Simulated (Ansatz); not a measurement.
**Bi2S3 (Bismuthinite): the PBE gap against the k mesh of the density**

How far can the k mesh of the density be lowered for the gap of Bi2S3 (Bismuthinite)?

Calculated with Ansatz 0.2.0; DFT, PBE, plane waves, PAW.

The database entry behind the starting cell differs from later determinations by our own check (about 0.4 % long), so it need not match the best structure at ambient conditions.

### 1. The structure

The structure is orthorhombic, space group Pnma (No. 62). Conventional cell: a = 11.345 Å, b = 3.994 Å, c = 11.193 Å, α = 90.00°, β = 90.00°, γ = 90.00°. Nearest to Bi lie 6 S at 2.67 to 3.07 Å. Nearest to Bi lie 7 S at 2.60 to 3.34 Å. S has 3 Bi at 2.70 to 2.76 Å nearest. S has 5 Bi at 2.60 to 3.07 Å nearest. Nearest to S lie 5 Bi at 2.67 to 3.34 Å. Farther neighbours and most contacts between anions are not listed.

The cell and positions come from the Crystallography Open Database and are kept as given unless a step says otherwise. Spin-orbit coupling is left out unless a step names it. The default PAW set here is soft_2. Its files were made with PBE.

### 2. k mesh of the density: 1×2×1

input.yaml reads:

```yaml
crystal:
  lattice:
    - [11.345, 0.0, 0.0]
    - [0.0, 3.994, 0.0]
    - [0.0, 0.0, 11.193]
  atoms:
    - { symbol: Bi, position: [0.4835, 0.25, 0.3257] }
    - { symbol: Bi, position: [0.0165, 0.75, 0.8257] }
    - { symbol: Bi, position: [0.9835, 0.25, 0.1743] }
    - { symbol: Bi, position: [0.5165, 0.75, 0.6743] }
    - { symbol: Bi, position: [0.3407, 0.75, 0.0339] }
    - { symbol: Bi, position: [0.1593, 0.25, 0.5339] }
    - { symbol: Bi, position: [0.8407, 0.75, 0.4661] }
    - { symbol: Bi, position: [0.6593, 0.25, 0.9661] }
    - { symbol: S, position: [0.2835, 0.25, 0.1943] }
    - { symbol: S, position: [0.2165, 0.75, 0.6943] }
    - { symbol: S, position: [0.7835, 0.25, 0.3057] }
    - { symbol: S, position: [0.7165, 0.75, 0.8057] }
    - { symbol: S, position: [0.5495, 0.75, 0.1286] }
    - { symbol: S, position: [0.9505, 0.25, 0.6286] }
    - { symbol: S, position: [0.0495, 0.75, 0.3714] }
    - { symbol: S, position: [0.4505, 0.25, 0.8714] }
    - { symbol: S, position: [0.3767, 0.75, 0.4414] }
    - { symbol: S, position: [0.1233, 0.25, 0.9414] }
    - { symbol: S, position: [0.8767, 0.75, 0.0586] }
    - { symbol: S, position: [0.6233, 0.25, 0.5586] }
kpoints:
  mp_grid: { grid: [1, 2, 1] }
  band_path:
    path:
      - [0.0, 0.0, 0.0]
      - [0.5, 0.0, 0.0]
      - [0.5, 0.5, 0.0]
      - [0.0, 0.5, 0.0]
      - [0.0, 0.0, 0.5]
      - [0.5, 0.0, 0.5]
      - [0.5, 0.5, 0.5]
      - [0.0, 0.5, 0.5]
      - [0.35, 0.0, 0.0]
      - [0.0, 0.0, 0.15]
      - [0.0, 0.0, 0.2]
    npoints: 1
hamiltonian:
  xc: pbe
scf:
  occupations: { method: fixed }
  n_extra_bands: 10
output:
  eigenvalues: true
  forces: true
  stress: true
```

Launch:

```sh
$ ansatz run input.yaml --threads 3 --pin off --max-ram 92160MiB --backend cuda --events-out ev --progress --plain --runs-dir out --devices 1 --max-vram 13GiB
```

Numbers of over 12 decimals in the logs are rounded to 6 here.

The log of the run:

```text
scf.n_extra_bands = 10 over 96 filled bands (N_el = 192.0): the run solves 106 bands
GPUs: using 1 of 1 available (devices: 1).
Engine: ansatz 0.2.0, x86_64-unknown-linux-gnu
Pseudopotentials: kind: paw
Pseudopotential: Bi, paw, valence charge 15, recommended cutoff 420 eV (normal), Bi.paw.azcp
Pseudopotential: S, paw, valence charge 6, recommended cutoff 420 eV (normal), S.paw.azcp
Functional definition: PBE
  parameter kappa = 0.804
  parameter beta = 0.066725
  exchange = pbe_x(kappa = kappa, mu = beta*pi^2/3)
  correlation = pbe_c(beta = beta)
device memory: the entry about to start is reckoned to put 4.7 GiB on a device that reports 36.7 GiB free (of which the cap on the GPU budget leaves the run 13.0 GiB)
GPU FFT provider: cuFFT
GPU libraries: cuBLAS 13.8.2, cuFFT 12.4.0, cuSOLVER 12.3.4
Crystal: 20 atoms, lattice volume = 507.176 Å³
Basis set: ecut = 420 eV, 9929 PW (Γ), exchange–correlation on 160×54×150 points (8 copies of the dense FFT grid, shifted against one another)
Bands: 106, of which v1, the nominal top of the filled ones, is band 96 counted from 1 (95 counted from 0)
Symmetry: 8 space group operations
Space group: Pnma (ITA 62), of the structure as read, at distance tolerance 8.0e-5 Å
k-points: 2
Non-local potential: Bi, projectors of the file, l = 0: 2, l = 1: 2, l = 2: 2, l = 3: 2
Non-local potential: S, projectors of the file, l = 0: 2, l = 1: 2, l = 2: 2
PAW form: soft (Blöchl's): semilocal exchange-correlation on the pseudo side does not see the compensation charge
PAW one-centre angular grid: Bi, 590 points (default); XC on 64 Gauss nodes
PAW one-centre angular grid: S, 110 points (default); XC on 64 Gauss nodes
Initial density: superposition of atomic densities (neutral atoms: chi_scale 0, normalization atom), corrected by the library's trained network
Initial wavefunctions: pseudopotential atomic-orbital guess
GPU buffer pool allocated for 162000 grid points (all kernels)
GPU transforms: local potential and band sums: pruned to the plane-wave sphere, on 75×27×75
Functional: x = pbe(κ = 0.804, μ = 0.219515), c = pbe(β = 0.066725)
SCF iter   1: F=—  HF=-110002.839761 eV  |F-HF|=—  |Δ(HF+E_count)|=         —  Δρ=3.55e-3  dr2=1.03e-1  ethr=1.77e-3  ⟨swp⟩=5.0  Hψ=760  notcnv=0  defer=10
preconditioner: auto → Resta (q_TF=auto, 2.321 Å⁻¹)  ε∞=3.3  [insulator: Δε(μ)=1.509 eV  Ē_g=14.933 eV  n_scr=114 (ndim 8)  ℏωp=22.8 eV  f_vac=0.012  ε∞_Penn≈3.3]
SCF iter   2: F=—  HF=-110002.815478 eV  |F-HF|=—  |Δ(HF+E_count)|=   2.43e-2  Δρ=1.54e-3  dr2=1.11e-2  ethr=5.35e-5  ⟨swp⟩=3.0  Hψ=383  notcnv=0  defer=16
SCF iter   3: F=—  HF=-110002.815072 eV  |F-HF|=—  |Δ(HF+E_count)|=   4.06e-4  Δρ=6.08e-4  dr2=2.26e-3  ethr=5.81e-6  ⟨swp⟩=2.0  Hψ=277  notcnv=0  defer=16
SCF iter   4: F=—  HF=-110002.815409 eV  |F-HF|=—  |Δ(HF+E_count)|=   3.36e-4  Δρ=1.79e-4  dr2=2.28e-4  ethr=1.18e-6  ⟨swp⟩=2.0  Hψ=284  notcnv=0  defer=16
SCF iter   5: F=—  HF=-110002.815685 eV  |F-HF|=—  |Δ(HF+E_count)|=   2.76e-4  Δρ=6.03e-5  dr2=2.54e-5  ethr=1.19e-7  ⟨swp⟩=2.0  Hψ=307  notcnv=0  defer=8
SCF iter   6: F=—  HF=-110002.816060 eV  |F-HF|=—  |Δ(HF+E_count)|=   3.75e-4  Δρ=2.16e-5  dr2=3.73e-6  ethr=1.32e-8  ⟨swp⟩=2.0  Hψ=294  notcnv=0  defer=8
SCF iter   7: F=—  HF=-110002.816062 eV  |F-HF|=—  |Δ(HF+E_count)|=   2.02e-6  Δρ=7.06e-6  dr2=4.96e-7  ethr=1.94e-9  ⟨swp⟩=2.0  Hψ=302  notcnv=0  defer=8
SCF iter   8: F=-110002.816063 eV  HF=-110002.816063 eV  |F-HF|=5.21e-8  |Δ(HF+E_count)|=   3.60e-7  Δρ=2.03e-6  dr2=2.95e-8  ethr=5.21e-11  ⟨swp⟩=11.5  Hψ=1198  notcnv=0
SCF 1 converged in 8 iterations: F = -110002.816063 eV  dr2 = 2.95e-8
[...]
device memory: the entry about to start is reckoned to put 4.5 GiB on a device that reports 36.7 GiB free (of which the cap on the GPU budget leaves the run 13.0 GiB)
NSCF: frozen V_eff on 11 k-points
SCF converged after 8 iterations
Free energy (F): -110002.816063 eV
Harris-Foulkes:  -110002.816063 eV  (|F-HF|=5.21e-8)
Internal energy: -110002.816063 eV  (E = F + TS)
E sigma→0 (E₀):  -110002.816063 eV
Fermi energy:    7.516787 eV
--- Per-component energies (eV) ---
  E_band       = -927.889592
  E_kinetic    = 3687.957283
  E_local      = -14403.490792  (includes V_loc(G=0)·N_el)
  E_nonlocal   = 4843.448134
  E_hartree    = 4749.857321
  E_xc         = -2380.715714
  E_vxc        = -2207.772853  (∫ρ·V_xc dr)
  E_paw        = -92506.344946  (= ΣΔE_a)
  E_vpaw       = -2347.735010  (= ΣTr[D̂ρ^β])
  E_aug_tail   = -0.003397  (compensation charges beyond the density's cutoff)
  E_ewald      = -13993.523952
  E_smearing   = -0.000000  (= −TS)
  E_closure    = -0.000000  (closes the sum)
  Σ components = -110002.816063   (vs F -110002.816063, Δ=0.00e0)
--- Forces (eV/Å), atoms counted from 1 ---
  atom   1  Bi    -0.20961525     0.00000000     0.12843428
  atom   2  Bi     0.20961525     0.00000000     0.12843428
  atom   3  Bi    -0.20961525     0.00000000    -0.12843428
  atom   4  Bi     0.20961525     0.00000000    -0.12843428
  atom   5  Bi    -0.20860430     0.00000000     0.20403021
  atom   6  Bi     0.20860430     0.00000000     0.20403021
  atom   7  Bi    -0.20860430    -0.00000000    -0.20403021
  atom   8  Bi     0.20860430     0.00000000    -0.20403021
  atom   9  S      0.24061872     0.00000000    -0.43257405
  atom  10  S     -0.24061872     0.00000000    -0.43257405
  atom  11  S      0.24061872    -0.00000000     0.43257405
  atom  12  S     -0.24061872    -0.00000000     0.43257405
  atom  13  S      0.16152814     0.00000000     0.05934291
  atom  14  S     -0.16152814    -0.00000000     0.05934291
  atom  15  S      0.16152814     0.00000000    -0.05934291
  atom  16  S     -0.16152814    -0.00000000    -0.05934291
  atom  17  S      0.01734215     0.00000000     0.07683645
  atom  18  S     -0.01734215     0.00000000     0.07683645
  atom  19  S      0.01734215    -0.00000000    -0.07683645
  atom  20  S     -0.01734215    -0.00000000    -0.07683645
  max |Σ_I F_I| component: 5.90e-17 eV/Å
--- Stress (GPa, compression-positive) ---
        2.286291       0.000000      -0.000000
        0.000000       4.784110      -0.000000
       -0.000000      -0.000000       0.081719
  P = ⅓ Tr σ = 2.3840 GPa (23.840 kbar)
--- Band table (eV) ---
  k-point 0: bands = [... 92 lower, 7.3861, 7.4197, 7.4713, 7.5168, 8.9939, 9.3172, 9.4731, 9.7323, ... 6 higher]
  k-point 1: bands = [... 92 lower, 7.1083, 7.1083, 7.3543, 7.3543, 9.8882, 9.8882, 9.9960, 9.9960, ... 6 higher]
```

Elapsed: 6 s, on 1 × NVIDIA H100 80GB HBM3 (shared by 6 runs) with 3 threads of AMD EPYC 7R13 (Zen 3), shared host; peak memory 1.1 GiB; 5.8 s of CPU time.

Reading the cycles: dr2 is the Hartree energy of the density residual (eV), the measure of convergence; HF is the Harris–Foulkes estimate of the energy, which meets the free energy F at convergence.

Numbers from this step:

```
pressure             : 2.384 GPa
gap                  : 1.352 eV
valence top at       : k = (0.350, 0.000, 0.000)
conduction bottom at : k = (0.000, 0.000, 0.150)
least direct gap     : 1.395 eV
```

The gap is indirect, with the least direct gap 0.04 eV higher.

### 3. k mesh of the density: 2×4×2

Edit input.yaml of step 2 so:

```diff
@@ -27,3 +27,3 @@
 kpoints:
-  mp_grid: { grid: [1, 2, 1] }
+  mp_grid: { grid: [2, 4, 2] }
   band_path:
@@ -51 +51,5 @@
   stress: true
+  write_density: true
+  write_potential: true
+  elf: true
+  volumetric_format: npy
```

The log of the run:

```text
[...]
GPUs: using 1 of 1 available (devices: 1).
[...]
GPU FFT provider: cuFFT
GPU libraries: cuBLAS 13.8.2, cuFFT 12.4.0, cuSOLVER 12.3.4
Crystal: 20 atoms, lattice volume = 507.176 Å³
Basis set: ecut = 420 eV, 9929 PW (Γ), exchange–correlation on 160×54×150 points (8 copies of the dense FFT grid, shifted against one another)
[...]
k-point 0: bands = [... 92 lower, 7.3556, 7.3657, 7.4335, 7.4773, 8.9854, 9.3109, 9.4578, 9.7205, ... 6 higher]
  k-point 1: bands = [... 92 lower, 7.2574, 7.2574, 7.4813, 7.4813, 9.1509, 9.1509, 9.9181, 9.9181, ... 6 higher]
  k-point 2: bands = [... 92 lower, 7.0996, 7.1974, 7.2927, 7.3685, 9.2013, 9.7272, 10.1017, 10.2948, ... 6 higher]
  k-point 11: bands = [... 92 lower, 6.9712, 6.9712, 6.9712, 6.9712, 9.8500, 9.8500, 9.8500, 9.8500, ... 6 higher]
[key lines of the parts left out:]
SCF converged after 8 iterations
Free energy (F): -110004.241268 eV
Fermi energy:    7.561376 eV
P = ⅓ Tr σ = 1.4882 GPa (14.882 kbar)
```

The job ended after 8.6 s (1 × NVIDIA H100 80GB HBM3 (shared by 6 runs) with 3 threads; peak memory 1.3 GiB).

This step gave:

| Quantity | Value |
| --- | --- |
| pressure | 1.488 GPa |
| gap | 1.391 eV |
| valence top at | k = (0.350, 0.000, 0.000) |
| conduction bottom at | k = (0.000, 0.000, 0.150) |
| least direct gap | 1.424 eV |

The gap is 1.391 eV, +0.039 eV from the run before at this level.

### 4. k mesh of the density: 2×6×2 (the default)

Edit input.yaml of step 3 so:

```diff
@@ -27,17 +27,10 @@
 kpoints:
-  mp_grid: { grid: [2, 4, 2] }
+  mp_grid: { grid: [2, 6, 2] }
   band_path:
     path:
-      - [0.0, 0.0, 0.0]
-      - [0.5, 0.0, 0.0]
-      - [0.5, 0.5, 0.0]
-      - [0.0, 0.5, 0.0]
-      - [0.0, 0.0, 0.5]
-      - [0.5, 0.0, 0.5]
-      - [0.5, 0.5, 0.5]
-      - [0.0, 0.5, 0.5]
-      - [0.35, 0.0, 0.0]
-      - [0.0, 0.0, 0.15]
-      - [0.0, 0.0, 0.2]
-    npoints: 1
+      - [[0.0, 0.0, 0.0], [0.5, 0.0, 0.0], [0.5, 0.5, 0.0], [0.0, 0.5, 0.0], [0.0, 0.0, 0.0], [0.0, 0.0, 0.5], [0.5, 0.0, 0.5], [0.5, 0.5, 0.5], [0.0, 0.5, 0.5], [0.0, 0.0, 0.5]]
+      - [[0.5, 0.0, 0.0], [0.5, 0.0, 0.5]]
+      - [[0.0, 0.5, 0.0], [0.0, 0.5, 0.5]]
+      - [[0.5, 0.5, 0.0], [0.5, 0.5, 0.5]]
+    npoints: 10
 hamiltonian:
@@ -45,3 +38,3 @@
 scf:
-  occupations: { method: fixed }
+  occupations: { method: fermi_dirac, width: 0.02 }
   n_extra_bands: 10
```

The log of the run:

```text
[...]
GPUs: using 1 of 1 available (devices: 1).
[...]
GPU FFT provider: cuFFT
GPU libraries: cuBLAS 13.8.2, cuFFT 12.4.0, cuSOLVER 12.3.4
Crystal: 20 atoms, lattice volume = 507.176 Å³
Basis set: ecut = 420 eV, 9929 PW (Γ), exchange–correlation on 160×54×150 points (8 copies of the dense FFT grid, shifted against one another)
[...]
k-point 0: bands = [... 92 lower, 7.3573, 7.3674, 7.4345, 7.4787, 8.9861, 9.3104, 9.4581, 9.7201, ... 6 higher]
  k-point 1: bands = [... 92 lower, 7.2589, 7.2589, 7.4831, 7.4831, 9.1504, 9.1504, 9.9189, 9.9189, ... 6 higher]
  k-point 2: bands = [... 92 lower, 7.2210, 7.2340, 7.3866, 7.4159, 9.2991, 9.3736, 9.9383, 10.1938, ... 6 higher]
  k-point 15: bands = [... 92 lower, 6.9720, 6.9720, 6.9720, 6.9720, 9.8503, 9.8503, 9.8503, 9.8503, ... 6 higher]
[key lines of the parts left out:]
SCF converged after 8 iterations
Free energy (F): -110004.218819 eV
Fermi energy:    8.281720 eV
P = ⅓ Tr σ = 1.5261 GPa (15.261 kbar)
```

It took 18 s on 1 × NVIDIA H100 80GB HBM3 (shared by 6 runs) with 3 threads; peak memory 1.4 GiB; 26 s of CPU time.

This step gave:

- pressure: 1.526 GPa
- gap: 1.390 eV
- valence top at: k = (0.350, 0.000, 0.000)
- conduction bottom at: k = (0.000, 0.000, 0.150)
- least direct gap: 1.423 eV

The gap is 1.390 eV, −0.001 eV from the run before at this level.

### 5. k mesh of the density: 4×8×4

input.yaml, the sections that differ from step 4:

```yaml
kpoints:
  mp_grid: { grid: [4, 8, 4] }
  band_path:
    path:
      - [0.0, 0.0, 0.0]
      - [0.5, 0.0, 0.0]
      - [0.5, 0.5, 0.0]
      - [0.0, 0.5, 0.0]
      - [0.0, 0.0, 0.5]
      - [0.5, 0.0, 0.5]
      - [0.5, 0.5, 0.5]
      - [0.0, 0.5, 0.5]
      - [0.35, 0.0, 0.0]
      - [0.0, 0.0, 0.15]
      - [0.0, 0.0, 0.2]
    npoints: 1
scf:
  occupations: { method: fixed }
  n_extra_bands: 10
output:
  eigenvalues: true
  forces: true
  stress: true
# crystal, hamiltonian: as in step 4
```

The log of the run:

```text
[...]
GPUs: using 1 of 1 available (devices: 1).
[...]
GPU FFT provider: cuFFT
GPU libraries: cuBLAS 13.8.2, cuFFT 12.4.0, cuSOLVER 12.3.4
Crystal: 20 atoms, lattice volume = 507.176 Å³
Basis set: ecut = 420 eV, 9929 PW (Γ), exchange–correlation on 160×54×150 points (8 copies of the dense FFT grid, shifted against one another)
[...]
k-point 0: bands = [... 92 lower, 7.3579, 7.3676, 7.4353, 7.4788, 8.9861, 9.3106, 9.4581, 9.7202, ... 6 higher]
  k-point 1: bands = [... 92 lower, 7.2341, 7.2406, 7.4459, 7.5685, 9.0024, 9.2940, 9.5985, 9.8727, ... 6 higher]
  k-point 2: bands = [... 92 lower, 7.2592, 7.2592, 7.4834, 7.4834, 9.1506, 9.1506, 9.9187, 9.9187, ... 6 higher]
  k-point 44: bands = [... 92 lower, 6.9719, 6.9719, 6.9719, 6.9719, 9.8505, 9.8505, 9.8505, 9.8505, ... 6 higher]
[key lines of the parts left out:]
SCF converged after 8 iterations
Free energy (F): -110004.220815 eV
Fermi energy:    7.583380 eV
P = ⅓ Tr σ = 1.5296 GPa (15.296 kbar)
```

Elapsed: 13 s, on 1 × NVIDIA H100 80GB HBM3 (shared by 6 runs) with 3 threads; peak memory 1.1 GiB; 22 s of CPU time.

Numbers from this step:

| Item | Value |
| --- | --- |
| pressure | 1.530 GPa |
| gap | 1.389 eV |
| valence top at | k = (0.350, 0.000, 0.000) |
| conduction bottom at | k = (0.000, 0.000, 0.150) |
| least direct gap | 1.422 eV |

The gap is 1.389 eV, as in the run before at this level.

### 6. The series

Differences are against the last row; a negative gap means that bands overlap, and a run with a band path holds that path's time. Times are wall times on 1 × NVIDIA H100 80GB HBM3 (shared by 6 runs) with 3 threads of AMD EPYC 7R13 (Zen 3), shared host, good to a factor of about two.

| k mesh of the density | gap (eV) | direct gap (eV) | gap error (eV) | energy error (meV/atom) | irreducible k | time |
| --- | --- | --- | --- | --- | --- | --- |
| 1×2×1 | 1.352 | 1.395 | −0.037 | +70.2 | 2 | 6 s |
| 2×4×2 | 1.391 | 1.424 | +0.001 | −1.0 | 12 | 8.6 s |
| 2×6×2 | 1.390 | 1.423 | +0.0005 | +0.1 | 16 | 18 s |
| 4×8×4 | 1.389 | 1.422 | +0.000 | +0.0 | 45 | 13 s |

### 7. Summary of results

* 1×2×1: 1.352 eV
* 2×4×2: 1.391 eV
* 2×6×2: 1.390 eV
* 4×8×4: 1.389 eV

In words: The gap holds to 0.02 eV from 2×4×2 on. At 1×2×1 the gap is off by −0.037 eV and the energy by +70 meV/atom. The gap is read over the mesh and added points near the edges, so meshes differ mainly through the density and, for a hybrid, the exchange operator.

[Paths, hosts, dates, memory and timing lines, banners, echoed tables and standing remarks are left out of the program output.]

[Logs are printed without paths, hosts, clocks, repeated set-up lines and the standing remarks that a program may print on its own settings, such as how far it seeks lower states.]

[Runs of the session that timed out or met a known fault of the program may be left out.]

[Cells called generated may have been cut or substituted from an entry of the Crystallography Open Database or the Materials Project.]

[Hosts, paths, dates, database ids (printed as entryN), source tags and the programs' standing remarks are cut or masked in the printed files.]
